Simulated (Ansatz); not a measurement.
# Cs3As (model cell, started as anti-ReO3 type): from the cell to its phonons, part 2 of 2

How does Cs3As (model cell, started as anti-ReO3 type) vibrate, and is this structure a minimum?

Ansatz 0.2.0; DFT PBEsol, scalar-relativistic, plane waves, PAW.

So far. Step 3 (Relaxation): Little changed from the start: no atom moved by 0.005 Å and no cell edge by 0.1 %.

The structure was built from a prototype and need not be the compound's stable phase.

## (4) Relaxing to small forces for the phonons (continued)

Relaxation path:

```tsv
step	energy less that of the first step (eV)	largest force component (eV/Å)	pressure (GPa)	volume (Å³)
1	0.0000	0.0000	0.03	355.98
2	-0.0001	0.0000	0.02	356.43
3	-0.0001	0.0000	0.00	357.73
4*	-0.0001	0.0000	0.00	357.73
```

Relaxation steps marked * repeat the geometry before them on a plane-wave basis chosen anew for their cell, so energy and pressure can jump there.

Forces are held to the 48 operations that the run works with; a distortion that breaks them can't arise in this run.

```tsv
conventional cell, symmetrised	before	after	change
a (Å)	7.087	7.099	+0.2 %
b (Å)	7.087	7.099	+0.2 %
c (Å)	7.087	7.099	+0.2 %
volume (Å³/atom)	88.99	89.43	+0.5 %
```

Final coordinates:

```xyz
4
Lattice="7.0988 0.0000 0.0000 0.0000 7.0988 0.0000 0.0000 0.0000 7.0988" Properties=species:S:1:pos:R:3 pbc="T T T"
As    0.0000    0.0000    0.0000
Cs    3.5494    0.0000    0.0000
Cs    0.0000    3.5494    0.0000
Cs    0.0000    0.0000    3.5494
```

Numbers from this step:

```yaml
pressure: 4.93e-5 GPa
volume_per_atom: 89.43 Å³
```

The forces vanish by symmetry and the pressure is 0.000 GPa, within the tolerances set. The cell now holds 89.43 Å³/atom.

## (5) Zone-centre response

The zone centre is the only wavevector solved here; it holds the modes that light can see, as far as symmetry allows. No field response is asked, since the mesh shows no gap.

input.yaml

```yaml
crystal:
  lattice:
    - [7.0987777481, 0.0, 0.0]
    - [0.0, 7.0987777481, 0.0]
    - [0.0, 0.0, 7.0987777481]
  atoms:
    - { symbol: As, position: [0.0, 0.0, 0.0] }
    - { symbol: Cs, position: [0.5, 0.0, 0.0] }
    - { symbol: Cs, position: [0.0, 0.5, 0.0] }
    - { symbol: Cs, position: [0.0, 0.0, 0.5] }
kpoints:
  mp_grid: { grid: [6, 6, 6] }
hamiltonian:
  xc: pbesol
scf:
  occupations: { method: methfessel_paxton, width: 0.15 }
output:
  eigenvalues: true
phonons:
  method: dfpt
```

Started as:

```
ansatz run input.yaml --threads 4 --pin off --max-ram 7168MiB --backend cpu --events-out ev --progress --plain --runs-dir out
```

Numbers of over 12 decimals in the logs are rounded to 6 here.

Log:

```text
zone centre: on kpoints.mp_grid the ground state, and the responses unless they are solved on pairs of k-points, stand on 64 of the mesh's 216 k-points, reduced under 8 symmetry operations, with k and −k counted as one. Each operation leaves every solved displacement unchanged or reverses it
[...]
Crystal: 4 atoms, lattice volume = 357.726 Å³
Basis set: ecut = 420 eV, 6979 PW (Γ), exchange–correlation on 96×96×96 points (8 copies of the dense FFT grid, shifted against one another)
Bands: 26, of which v1, the nominal top of the filled ones, is band 21 counted from 1 (20 counted from 0)
Symmetry: 48 space group operations
k-points: 64 of 216 (irreducible under 8 space group operations)
[...]
SCF iter   1: F=—  HF=-21570.932963 eV  |F-HF|=—  |Δ(HF+E_count)|=         —  Δρ=1.72e-3  dr2=3.07e-2  ethr=1.77e-3  ⟨swp⟩=7.3  Hψ=7710  notcnv=0
[...]
SCF iter  10: F=-21570.931277 eV  HF=-21570.931277 eV  |F-HF|=1.09e-11  |Δ(HF+E_count)|=  6.18e-11  S|Δr|=    0.00e0  Δρ=5.63e-8  dr2=8.77e-12  ethr=1.00e-12  ⟨swp⟩=6.3  Hψ=9949  notcnv=0
SCF 1 converged in 10 iterations: F = -21570.931277 eV  dr2 = 8.77e-12
[...]
DFPT response loops at Γ: preconditioner auto → none (partly filled bands, converged f_vac=0.365); β = 0.50; Broyden in place of MSR1
SCF converged after 10 iterations
[...]
Free energy (F): -21570.931277 eV
[...]
Internal energy: -21570.923118 eV  (E = F + TS)
E sigma→0 (E₀):  -21570.929237 eV
Entropy (-TS):   -0.008159 eV (-2.040 meV/atom)
Fermi energy:    2.398659 eV
[...]
--- Band table (eV; the first three rows and the last of 64) ---
  k-point 0: bands = [... 17 lower, -6.3945, 1.7133, 2.4623, 2.4623, 2.4623, 3.6780, 3.6780, 4.2842, ... 1 higher]
  k-point 1: bands = [... 17 lower, -6.2652, 1.7458, 2.2775, 2.4270, 2.4270, 3.6053, 3.8025, 4.3140, ... 1 higher]
  k-point 2: bands = [... 17 lower, -6.0525, 1.5830, 2.3109, 2.3628, 2.3628, 3.2400, 4.1374, 4.3403, ... 1 higher]
  k-point 63: bands = [... 17 lower, -5.4610, 1.2839, 1.2839, 1.2839, 3.0603, 4.1358, 4.1358, 4.1358, ... 1 higher]
--- Phonons (Γ-DFPT): 3 representative perturbations + reference, on 64 of 216 k-points (Σ response iterations 9) ---
  k mesh reduced under 8 symmetry operations, with k and −k counted as one. Each operation leaves every solved displacement unchanged or reverses it
  ASR residual: 1.294e-4 → 0.000e0 eV/Å²; symmetrization residual: 4.762e-6 eV/Å²
  ASR residual per site (eV/Å²): 1.29e-4 6.12e-6 6.12e-6 6.12e-6
  Γ frequencies (cm⁻¹): 0.00 0.00 0.00 11.64 11.64 11.64 27.34 27.34 27.34 88.50 88.50 88.50
  non-analytic LO–TO correction: not included (Born effective charges unavailable; polar crystals: no LO–TO splitting at Γ)
```

The job ended after 55 s (4 threads of Arm Neoverse V2, shared host; peak memory 2.6 GiB; 3.6 min of CPU time).

Numbers from this step:

| Quantity | Value |
| --- | --- |
| sum-rule residual before enforcement | 1.29e-4 eV/Å² |
| point group | m-3m |
| highest optical mode at the zone centre (no LO-TO term) | 88.5 cm⁻¹ |
| lowest optical zone-centre mode | 11.64 cm⁻¹ |

Patterns of degenerate modes are one choice out of their space. The modes at Γ (shares of kinetic energy by element, %):

```tsv
mode	frequency (cm⁻¹)	symmetry	As %	Cs %
1	0.0	acoustic	16	84
2	0.0	acoustic	16	84
3	0.0	acoustic	16	84
4	11.6	T2u	0	100
5	11.6	T2u	0	100
6	11.6	T2u	0	100
7	27.3	T1u	31	69
8	27.3	T1u	31	69
9	27.3	T1u	31	69
10	88.5	T1u	53	47
11	88.5	T1u	53	47
12	88.5	T1u	53	47
```

Displacements in mode 8 (27.3 cm⁻¹), the largest set to 1:
```
As1 -0.25  0.26  1.00
Cs2 -0.17 -0.16 -0.63
Cs3  0.15  0.18 -0.63
Cs4  0.15 -0.16  0.69
```

Displacements in mode 12 (88.5 cm⁻¹), the largest set to 1:
```
As1  0.00  0.06  1.00
Cs2  0.00  0.00  0.07
Cs3  0.00 -0.04  0.07
Cs4  0.00  0.00 -0.70
```

Before it was imposed, the acoustic sum rule was missed by 1.3e-4 eV/Å². Small misses are needed for a sound result but don't prove that mesh and cutoff are converged. The lowest optical mode is real, 11.6 cm⁻¹.

## (6) Summary of results

| Item | Value |
| --- | --- |
| space group after relaxation (within 0.01 Å) | Pm-3m |
| volume per atom | 89.4 Å³ |
| electronic character | no gap on this mesh |
| highest optical mode at the zone centre (no LO-TO term) | 88.5 cm⁻¹ |
| lowest optical zone-centre mode | 11.6 cm⁻¹ |
| imaginary modes at Γ (the only wavevector solved) | none |

**Reading.** The structure is stable against zone-centre distortions, since no mode there is imaginary; runs at other wavevectors are not part of this account. The optical modes at Γ span 12 to 88 cm⁻¹. The dispersion is not part of this account. With no gap, or one that is small against the smearing, the frequencies hang on the k mesh and the smearing, most of all near Kohn anomalies. An optical mode within 15 cm⁻¹ of zero is at the mercy of small errors in the force constants, and even its sign is uncertain. Spin-orbit coupling is left out, which can matter for the heavy elements here. The starting cell was built on a prototype and not taken from a measurement, so the phase need not exist. These are harmonic frequencies at zero temperature: anharmonic shifts, linewidths and thermal expansion are left out.

[Logs are printed without paths, hosts, clocks, repeated set-up lines and the standing remarks that a program may print on its own settings, such as how far it seeks lower states.]

[Hosts, paths, dates, database ids (printed as entryN), source tags and the programs' standing remarks are cut or masked in the printed files.]
